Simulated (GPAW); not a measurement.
Consider NaHF2 (R-3m).

```xyz
4
Lattice="1.7370 1.0029 4.5833 -1.7370 1.0029 4.5833 0.0000 -2.0057 4.5833" Properties=species:S:1:pos:R:3 pbc="T T T"
Na    0.0000    0.0000    0.0000
F     0.0000    0.0000    8.0080
F     0.0000    0.0000    5.7420
H     0.0000    0.0000    6.8750
```

Absorber: atom 1, with 6 F at 2.32 Å (distorted octahedral, site symmetry -3m). Method: GPAW, LDA, full core hole (charged cell), 16-atom cell with 6.1 Å between holes, 4×4×4 k points, dipole transitions, Gaussian full width 0.9 eV up to 4 eV, rising linearly to 3.5 eV at 25 eV.

What does the Na K edge look like?

Main maxima up to 24 eV above the zero (height): 4.7 eV (2.00), 6.7 eV (1.82), 11.3 eV (1.91) and 20.0 eV (0.61). A K edge sees empty p states on the absorber. The total-energy difference plus the lowest empty eigenvalue puts the zero at 1076.53 eV. One term is added: -11.92 eV, since the hole is spin-paired here and a spin-polarised one costs that much less in the free atom (computed apart). The photon energy is then 1064.61 eV. The tabulated edge of the element is 1070.8 eV. The functional and the charged cell's background leave an error in such absolute values: in the free atom LDA prices this hole 5.9 eV below PBE (computed apart), and PBE is itself good to a few eV.

The Na K spectrum (energy from the lowest empty level; intensity scaled to a mean of 1 over the first 20 eV; polarised curves are means over the symmetry-equivalent atoms):

```
E (eV)  isotropic  ε ⊥ c  ε ∥ c
  -2.0       0.00   0.00   0.00
  -1.4       0.00   0.00   0.00
  -0.8       0.00   0.00   0.00
  -0.2       0.00   0.00   0.00
   0.4       0.02   0.01   0.03
   1.0       0.05   0.03   0.08
   1.6       0.07   0.04   0.15
   2.2       0.29   0.15   0.56
   2.8       0.74   0.44   1.35
   3.4       1.24   1.02   1.69
   4.0       1.67   1.65   1.69
   4.6       2.00   1.88   2.24
   5.2       1.74   1.92   1.36
   5.8       1.48   1.65   1.14
   6.4       1.77   1.71   1.90
   7.0       1.78   1.80   1.74
   7.6       1.61   1.74   1.37
   8.2       1.40   1.42   1.36
   8.8       1.17   1.05   1.40
   9.4       1.17   1.10   1.31
  10.0       1.47   1.58   1.26
  10.6       1.77   2.05   1.22
  11.2       1.90   2.29   1.14
  11.8       1.81   2.15   1.13
  12.4       1.42   1.56   1.14
  13.0       0.95   0.90   1.07
  13.6       0.66   0.54   0.90
  14.2       0.51   0.41   0.72
  14.8       0.45   0.37   0.60
  15.4       0.42   0.37   0.53
  16.0       0.41   0.38   0.47
  16.6       0.42   0.41   0.44
  17.2       0.45   0.46   0.45
  17.8       0.50   0.52   0.48
  18.4       0.55   0.57   0.51
  19.0       0.59   0.61   0.55
  19.6       0.61   0.62   0.58
  20.2       0.61   0.61   0.61
  20.8       0.61   0.59   0.64
  21.4       0.59   0.56   0.64
  22.0       0.55   0.52   0.62
  22.6       0.51   0.47   0.59
  23.2       0.46   0.41   0.55
  23.8       0.41   0.35   0.52
  24.4       0.37   0.30   0.50
  25.0       0.34   0.26   0.49
  25.6       0.32   0.24   0.47
  26.2       0.31   0.23   0.46
  26.8       0.30   0.23   0.45
  27.4       0.31   0.24   0.46
  28.0       0.33   0.25   0.47
  28.6       0.35   0.28   0.47
  29.2       0.37   0.32   0.47
  29.8       0.38   0.35   0.45
  30.4       0.39   0.38   0.41
  31.0       0.39   0.40   0.38
  31.6       0.39   0.41   0.35
```

The holes are only 6.1 Å apart, so the shape is probably not converged with cell size; no larger cell was run here. The mesh is coarse (0.28 Å⁻¹ between points), so small maxima may be mesh ripples. The structure is a published determination, not relaxed.

[Banner, clock and machine lines of the logs are left out without a mark of their own.]

[Logs are printed without paths, hosts, clocks, repeated set-up lines and the standing remarks that a program may print on its own settings, such as how far it seeks lower states.]

[Hosts, paths, dates, database ids (printed as entryN), source tags and the programs' standing remarks are cut or masked in the printed files.]

[Lists of maxima count a maximum above −3 eV only where it reaches 4 % of the highest in the window and stands out from its surroundings by 2 % of it (1.5 % where it reaches 55 %); shoulders and weaker maxima are passed over, and of the rest the first, up to two pre-edge ones and the few strongest are named.]
